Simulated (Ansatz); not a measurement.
# What HfZnO3 in P4/mbm, a phase reached by a soft mode distorts into

Wanted: the energy along a soft mode of HfZnO3 in P4/mbm, a phase reached by a soft mode and the structure at the end.

Calculated with Ansatz 0.2.0; DFT PBEsol, scalar-relativistic, plane waves, PAW; PAW set soft_1.

Most raw output is cut from this account.

The structure was built from a prototype and need not be the compound's stable phase.

### Step 1. Set-up

It takes space group P4/mbm (No. 127, tetragonal). Conventional cell: a = 5.550 Å, b = 5.550 Å, c = 3.930 Å, α = 90.00°, β = 90.00°, γ = 90.00°. Nearest to Zn lie 4 O at 2.32 Å. Nearest to Hf lie 6 O at 1.96 to 2.09 Å. O has 2 Hf at 2.09 Å and 2 Zn at 2.32 Å nearest. O has 2 Hf at 1.96 Å nearest. Farther neighbours and most contacts between anions are not listed.

### Step 2. Linear response at the zone centre

This phase was reached earlier by freezing in an unstable mode of a structure of higher symmetry and relaxing. Its zone-centre modes can show that it is still unstable.

Input file input.yaml:

```yaml
crystal:
  lattice:
    - [5.5496102838, 0.0, 0.0]
    - [0.0, 5.5496102838, 0.0]
    - [0.0, 0.0, 3.9296625994]
  atoms:
    - { symbol: Zn, position: [0.0, 0.5, 0.0] }
    - { symbol: Zn, position: [0.5, 0.0, 0.0] }
    - { symbol: Hf, position: [0.0, 0.0, 0.5] }
    - { symbol: Hf, position: [0.5, 0.5, 0.5] }
    - { symbol: O, position: [0.1580810847, 0.6580810847, 0.5] }
    - { symbol: O, position: [0.8419189153, 0.3419189153, 0.5] }
    - { symbol: O, position: [0.3419189153, 0.1580810847, 0.5] }
    - { symbol: O, position: [0.6580810847, 0.8419189153, 0.5] }
    - { symbol: O, position: [0.0, 0.0, 0.0] }
    - { symbol: O, position: [0.5, 0.5, 0.0] }
kpoints:
  mp_grid: { grid: [6, 6, 8] }
hamiltonian:
  xc: pbesol
  pseudopotentials: { kind: paw, azcp: { folder: soft_1 }, xc_functional: pbe }
scf:
  occupations: { method: fixed }
output:
  eigenvalues: true
phonons:
  method: dfpt
  dielectric: true
  rigid_motions: translations
```

The run is started by

```sh
$ ansatz run input.yaml --threads 8 --pin off --max-ram 16384MiB --backend cpu --events-out ev --progress --plain --runs-dir out
```

The job ended after 4.7 min (8 threads of Arm Neoverse V2, shared host; peak memory 4.9 GiB).

This step gave:

| Property | Result |
| --- | --- |
| gap on the k-mesh | 0.5066 eV |
| volume per atom | 12.10 Å³ |
| sum-rule residual before enforcement | 5.85e-4 eV/Å² |
| miss of the charge sum rule | 0.01422 e |
| estimated error of the dielectric tensor | 0.06750 |
| estimated error of the Born charges | 0.07330 e |
| point group | 4/mmm |
| highest optical mode at the zone centre (no LO-TO term) | 737.3 cm⁻¹ |
| lowest optical zone-centre mode | -242.9 cm⁻¹ |
| mean high-frequency dielectric constant | 6.356 |
| largest Born charge (third of the trace) | 5.711 e |
| top of the zone-centre spectrum with the field | 875.0 cm⁻¹ |

Patterns of degenerate modes are one choice out of their space. Modes at Γ, with each element's share of the kinetic energy (negative means imaginary):

| mode | frequency (cm⁻¹) | symmetry | Zn % | Hf % | O % |
| --- | --- | --- | --- | --- | --- |
| 1 | -242.9 | Eu | 8 | 2 | 90 |
| 2 | -242.9 | Eu | 8 | 2 | 90 |
| 3 | -201.3 | Eu | 34 | 0 | 65 |
| 4 | -201.3 | Eu | 34 | 0 | 65 |
| 5 | -145.4 | A2u | 61 | 3 | 36 |
| 6 | -135.5 | B1u | 63 | 0 | 37 |
| 7 | -121.4 | Eg | 0 | 0 | 100 |
| 8 | -121.4 | Eg | 0 | 0 | 100 |
| 9 | 0.0 | acoustic | 22 | 61 | 16 |
| 10 | 0.0 | acoustic | 22 | 61 | 16 |
| 11 | 0.0 | acoustic | 22 | 61 | 16 |
| 12 | 88.5 | Eu | 73 | 15 | 13 |
| 13 | 88.5 | Eu | 73 | 15 | 13 |
| 14 | 99.7 | A1u | 0 | 95 | 5 |
| 15 | 102.1 | Eu | 26 | 56 | 18 |
| 16 | 102.1 | Eu | 26 | 56 | 18 |
| 17 | 121.7 | B1u | 37 | 0 | 63 |
| 18 | 187.9 | A2u | 17 | 31 | 52 |
| 19 | 215.0 | Eu | 35 | 46 | 18 |
| 20 | 215.0 | Eu | 35 | 46 | 18 |
| 21 | 225.5 | Eu | 1 | 17 | 82 |
| 22 | 225.5 | Eu | 1 | 17 | 82 |
| 23 | 468.8 | A1g | 0 | 0 | 100 |
| 24 | 515.7 | B2g | 0 | 0 | 100 |
| 25 | 524.5 | Eu | 0 | 2 | 97 |
| 26 | 524.5 | Eu | 0 | 2 | 97 |
| 27 | 582.1 | B1g | 0 | 0 | 100 |
| 28 | 721.9 | A2g | 0 | 0 | 100 |
| 29 | 736.8 | A2u | 0 | 5 | 95 |
| 30 | 737.3 | A1u | 0 | 5 | 95 |

Displacements in mode 1 (-242.9 cm⁻¹), the largest set to 1:
```
Zn1 -0.15  0.15  0.00
Zn2  0.00  0.00  0.00
Hf3 -0.01  0.05  0.00
Hf4 -0.05  0.01  0.00
O5   0.12 -0.12  0.00
O6   0.12 -0.12  0.00
O7  -0.07  0.08  0.00
O8  -0.07  0.08  0.00
O9   0.21 -1.00  0.00
O10  1.00 -0.19  0.00
```

Displacements in mode 28 (721.9 cm⁻¹), the largest set to 1:
```
Zn1  0.00  0.00  0.00
Zn2  0.00  0.00  0.00
Hf3  0.00  0.00  0.00
Hf4  0.00  0.00  0.00
O5  -1.00  1.00  0.00
O6   1.00 -1.00  0.00
O7  -1.00 -1.00  0.00
O8   1.00  1.00  0.00
O9   0.00  0.00  0.00
O10  0.00  0.00  0.00
```

Before it was imposed, the acoustic sum rule was missed by 5.9e-4 eV/Å² and the charge sum rule by 0.014 e. Small misses are needed for a sound result but don't prove that mesh and cutoff are converged. The lowest optical mode is imaginary, 242.9i cm⁻¹, so the energy falls along it.

The log warns of the k mesh: “the force constants stand on the 6×6×8 k-mesh, whose period is 11.18 times the interband length at k = (0.0000, 0.0000, 0.0000), direct gap 0.624 eV, under 14: take them and everything formed from them as unconverged”.

### Step 3. The mode frozen in, largest atomic shift 0 Å

The mode followed lies at Γ with frequency 242.9i cm⁻¹ and is 2-fold degenerate, the softest among the wavevectors solved. At small amplitude the distorted cell has space group no. 26 by a symmetry search on the positions. The undistorted cell that holds it gives the zero of energy on the same k mesh.

Edit input.yaml of step 2 so:

```diff
@@ -22,8 +22,6 @@
 scf:
-  occupations: { method: fixed }
+  occupations: { method: gaussian, width: 0.02 }
 output:
+  forces: true
+  stress: true
   eigenvalues: true
-phonons:
-  method: dfpt
-  dielectric: true
-  rigid_motions: translations
```

Elapsed: 4.1 s, on 8 threads; peak memory 0.85 GiB.

This step gave:

| Quantity | Value |
| --- | --- |
| pressure | 0.004811 GPa |
| energy from the undistorted cell | 0 meV/atom |

At this level the gap is 0.51 eV on the k-mesh of the self-consistent run, which can miss the band edges.

### Step 4. The mode frozen in, largest atomic shift 0.6 Å

The atoms are moved along the unstable eigenvector, the largest shift by 0.6 Å, with the cell fixed.

input.yaml, the sections that differ from step 3:

```yaml
crystal:
  lattice:
    - [5.5496102838, 0.0, 0.0]
    - [0.0, 5.5496102838, 0.0]
    - [0.0, 0.0, 3.9296625994]
  atoms:
    - { symbol: Zn, position: [-0.0114259158, 0.5109941611, 0.0] }
    - { symbol: Zn, position: [0.4885740842, -0.0109941611, 0.0] }
    - { symbol: Hf, position: [-0.0044692405, 0.0023652069, 0.5] }
    - { symbol: Hf, position: [0.4955307595, 0.4976347931, 0.5] }
    - { symbol: O, position: [0.1613766299, 0.6435112563, 0.5] }
    - { symbol: O, position: [0.8452144605, 0.3273490869, 0.5] }
    - { symbol: O, position: [0.3452144605, 0.1726509131, 0.5] }
    - { symbol: O, position: [0.6613766299, 0.8564887437, 0.5] }
    - { symbol: O, position: [0.0899601467, -0.0599681297, 0.0] }
    - { symbol: O, position: [0.5899601467, 0.5599681297, 0.0] }
# kpoints, hamiltonian, scf, output: as in step 3
```

Elapsed: 11 s, on 8 threads; peak memory 0.91 GiB; 81 s of CPU time.

Numbers from this step:

* pressure: -5.142 GPa
* gap on the k-mesh: 0.6327 eV
* energy from the undistorted cell: -47.48 meV/atom

The energy, extrapolated to zero smearing, is -47.48 meV/atom against the undistorted cell.

The run ends at a pressure of -5.14 GPa, with forces up to 1.1 eV/Å.

### Step 5. Energy along the mode, all amplitudes (two of the runs are shown above)

An imaginary frequency means negative curvature, so the energy should fall and then rise again as anharmonic terms take over.

Numbers from this step:

| Property | Result |
| --- | --- |
| depth at the lowest point sampled | 47.48 meV/atom |
| largest atomic shift at that point | 0.6 Å |

Energy from the parent against largest atomic shift:

| largest atomic shift (Å) | energy from the parent (meV/atom) |
| --- | --- |
| 0.000 | 0 |
| 0.040 | -0.635 |
| 0.080 | -2.50 |
| 0.140 | -7.31 |
| 0.220 | -16.4 |
| 0.320 | -29.5 |
| 0.450 | -43.7 |
| 0.600 | -47.5 |

Displacement at unit largest shift by atom:

| atom | x (Å) | y (Å) | z (Å) | size |
| --- | --- | --- | --- | --- |
| Zn1 | -0.11 | 0.10 | 0.00 | 0.15 |
| Zn2 | -0.11 | -0.10 | 0.00 | 0.15 |
| Hf3 | -0.04 | 0.02 | 0.00 | 0.05 |
| Hf4 | -0.04 | -0.02 | 0.00 | 0.05 |
| O5 | 0.03 | -0.14 | 0.00 | 0.14 |
| O6 | 0.03 | -0.14 | 0.00 | 0.14 |
| O7 | 0.03 | 0.14 | 0.00 | 0.14 |
| O8 | 0.03 | 0.14 | 0.00 | 0.14 |
| O9 | 0.83 | -0.56 | 0.00 | 1.00 |
| O10 | 0.83 | 0.56 | 0.00 | 1.00 |

The lowest of the steps tried is the last one, at 0.6 Å, 47.5 meV/atom below the parent; the bottom of the well need not coincide with a step.

### Step 6. Relaxation from the frozen mode

Starting from the lowest point found, all atoms and the cell are let go, so that strain and other modes of the same symmetry can join in.

Edit input.yaml of step 4 so:

```diff
@@ -22,3 +22,3 @@
 scf:
-  occupations: { method: gaussian, width: 0.02 }
+  occupations: { method: fixed }
 output:
@@ -27 +27,6 @@
   eigenvalues: true
+relax:
+  adjacent_minimum: "off"
+  f_tol: 0.002
+  max_steps: 120
+  cell: { stress_tol: 0.03 }
```

It took 6.4 min on 8 threads; peak memory 1 GiB; 50 min of CPU time.

Step by step (22 of 36):

| step | energy less that of the first step (eV) | largest force component (eV/Å) | pressure (GPa) | volume (Å³) |
| --- | --- | --- | --- | --- |
| 1 | 0.0000 | 0.8474 | -5.14 | 121.03 |
| 3 | -0.5788 | 0.6665 | 0.69 | 118.36 |
| 4 | -0.6726 | 0.4924 | 0.57 | 118.11 |
| 6 | -0.7948 | 0.3614 | 1.97 | 119.52 |
| 8 | -0.8180 | 0.2380 | -0.10 | 121.46 |
| 9 | -0.8240 | 0.0312 | 0.13 | 120.95 |
| 11 | -0.8241 | 0.0018 | 0.00 | 121.00 |
| 13 | -0.8797 | 0.0902 | -0.14 | 121.77 |
| 14 | -0.8847 | 0.0709 | -0.47 | 122.57 |
| 16 | -0.8987 | 0.1847 | 0.09 | 125.54 |
| 18 | -0.8995 | 0.4364 | 0.29 | 125.81 |
| 19 | -0.9074 | 0.0732 | 0.06 | 125.70 |
| 21 | -0.9074 | 0.0035 | -0.01 | 125.77 |
| 23 | -0.9075 | 0.0005 | 0.00 | 125.75 |
| 24* | -0.9562 | 0.0094 | 0.49 | 125.75 |
| 26 | -0.9678 | 0.0873 | -0.02 | 128.05 |
| 28 | -0.9693 | 0.0142 | 0.03 | 127.81 |
| 29 | -0.9693 | 0.0095 | 0.00 | 127.82 |
| 31 | -0.9693 | 0.0005 | 0.00 | 127.83 |
| 33 | -0.9781 | 0.0103 | -0.03 | 128.09 |
| 34 | -0.9782 | 0.0070 | 0.02 | 128.08 |
| 36* | -0.9790 | 0.0015 | 0.01 | 128.07 |

Relaxation steps marked * repeat the geometry before them on a plane-wave basis chosen anew for their cell, so energy and pressure can jump there. Other such steps can lie between the rows shown. Relaxation steps 18, 29 were tried and not accepted.

The run keeps the 4 symmetry operations that it works with, so distortions that break them were not tested.

| cell as run | before | after | change |
| --- | --- | --- | --- |
| a (Å) | 5.550 | 5.264 | -5.1 % |
| b (Å) | 5.550 | 6.926 | +24.8 % |
| c (Å) | 3.930 | 3.512 | -10.6 % |
| volume (Å³/atom) | 12.10 | 12.81 | +5.8 % |

The atoms that moved most (Å, as changes of fractional coordinates times the final cell):

| atom | dx | dy | dz | length |
| --- | --- | --- | --- | --- |
| Zn1 | 0.038 | 0.752 | 0.000 | 0.753 |
| Zn2 | 0.038 | -0.752 | 0.000 | 0.753 |
| Hf4 | 0.018 | -0.341 | 0.000 | 0.342 |
| Hf3 | 0.018 | 0.341 | 0.000 | 0.342 |
| O6 | -0.153 | -0.252 | 0.000 | 0.295 |
| O7 | -0.153 | 0.252 | 0.000 | 0.295 |
| O8 | -0.009 | 0.242 | 0.000 | 0.242 |
| O5 | -0.009 | -0.242 | 0.000 | 0.242 |

This step gave:

```
pressure          : 0.007346 GPa
gap on the k-mesh : 1.711 eV
volume per atom   : 12.81 Å³
```

The distorted start has space group Pmc2_1; the relaxation ends in Pmc2_1.

### Step 7. The new phase in its own primitive cell

The relaxed structure is symmetrised, reduced to its primitive cell and relaxed tightly, as its phonons need.

Input file input.yaml:

```yaml
crystal:
  lattice:
    - [3.5124356151, 0.0, 0.0]
    - [0.0, 6.9262207024, 0.0]
    - [0.0, 0.0, 5.2644951056]
  atoms:
    - { symbol: Zn, position: [0.0, 0.8695843411, 0.4958473351] }
    - { symbol: Zn, position: [0.0, 0.1304156589, 0.9958473351] }
    - { symbol: Hf, position: [0.5, 0.3016311939, 0.4989391622] }
    - { symbol: Hf, position: [0.5, 0.6983688061, 0.9989391622] }
    - { symbol: O, position: [0.5, 0.8586348426, 0.6596675181] }
    - { symbol: O, position: [0.5, 0.5409564883, 0.3162359089] }
    - { symbol: O, position: [0.5, 0.4590435117, 0.8162359089] }
    - { symbol: O, position: [0.5, 0.1413651574, 0.1596675181] }
    - { symbol: O, position: [0.0, 0.1773316491, 0.6099661565] }
    - { symbol: O, position: [0.0, 0.8226683509, 0.1099661565] }
kpoints:
  mp_grid: { grid: [6, 4, 4] }
hamiltonian:
  xc: pbesol
  pseudopotentials: { kind: paw, azcp: { folder: soft_1 }, xc_functional: pbe }
scf:
  occupations: { method: fixed }
output:
  forces: true
  stress: true
  eigenvalues: true
relax:
  adjacent_minimum: "off"
  f_tol: 0.001
  max_steps: 60
  cell: { stress_tol: 0.01 }
```

The job ended after 30 s (8 threads; peak memory 0.79 GiB).

Little changed from the start: no atom moved by 0.005 Å and no cell edge by 0.1 %.

A gap read on the k-mesh alone can miss the band edges.

This step gave:

```
pressure           : -0.002155 GPa
gap on the k-mesh  : 1.710 eV
direct gap on mesh : 1.739 eV
```

The largest force component left is 0.60 meV/Å and the pressure is -0.002 GPa, within the tolerances set. The cell now holds 12.81 Å³/atom.

### Step 8. Modes of the new phase

A relaxed structure may still be a saddle point, so its zone-centre modes are computed. The response to a homogeneous field gives the Born charges and the dielectric tensor.

Input file input.yaml:

```yaml
crystal:
  lattice:
    - [3.5117176667, 0.0, 0.0]
    - [0.0, 6.9297840549, 0.0]
    - [0.0, 0.0, 5.2642289147]
  atoms:
    - { symbol: Zn, position: [0.0, 0.8697306001, 0.4958309722] }
    - { symbol: Zn, position: [0.0, 0.1302693999, 0.9958309722] }
    - { symbol: Hf, position: [0.5, 0.3017348898, 0.4989344236] }
    - { symbol: Hf, position: [0.5, 0.6982651102, 0.9989344236] }
    - { symbol: O, position: [0.5, 0.858522866, 0.6596987008] }
    - { symbol: O, position: [0.5, 0.5409324831, 0.3162264464] }
    - { symbol: O, position: [0.5, 0.4590675169, 0.8162264464] }
    - { symbol: O, position: [0.5, 0.141477134, 0.1596987008] }
    - { symbol: O, position: [0.0, 0.1773674282, 0.6099655378] }
    - { symbol: O, position: [0.0, 0.8226325718, 0.1099655378] }
kpoints:
  mp_grid: { grid: [6, 4, 4] }
hamiltonian:
  xc: pbesol
  pseudopotentials: { kind: paw, azcp: { folder: soft_1 }, xc_functional: pbe }
scf:
  occupations: { method: fixed }
output:
  eigenvalues: true
phonons:
  method: dfpt
  dielectric: true
  rigid_motions: translations
```

Wall time 2.8 min (8 threads); peak memory 2.4 GiB.

This step gave:

| Property | Result |
| --- | --- |
| sum-rule residual before enforcement | 1.29e-4 eV/Å² |
| miss of the charge sum rule | 0.01095 e |
| estimated error of the dielectric tensor | 0.01553 |
| estimated error of the Born charges | 0.03060 e |
| point group | mm2 |
| highest optical mode at the zone centre (no LO-TO term) | 877.6 cm⁻¹ |
| lowest optical zone-centre mode | -140.2 cm⁻¹ |
| mean high-frequency dielectric constant | 4.627 |
| largest Born charge (third of the trace) | 4.793 e |
| top of the zone-centre spectrum with the field | 931.2 cm⁻¹ |

[end of part 1 of 2]

[Logs are printed without paths, hosts, clocks, repeated set-up lines and the standing remarks that a program may print on its own settings, such as how far it seeks lower states.]

[Hosts, paths, dates, database ids (printed as entryN), source tags and the programs' standing remarks are cut or masked in the printed files.]
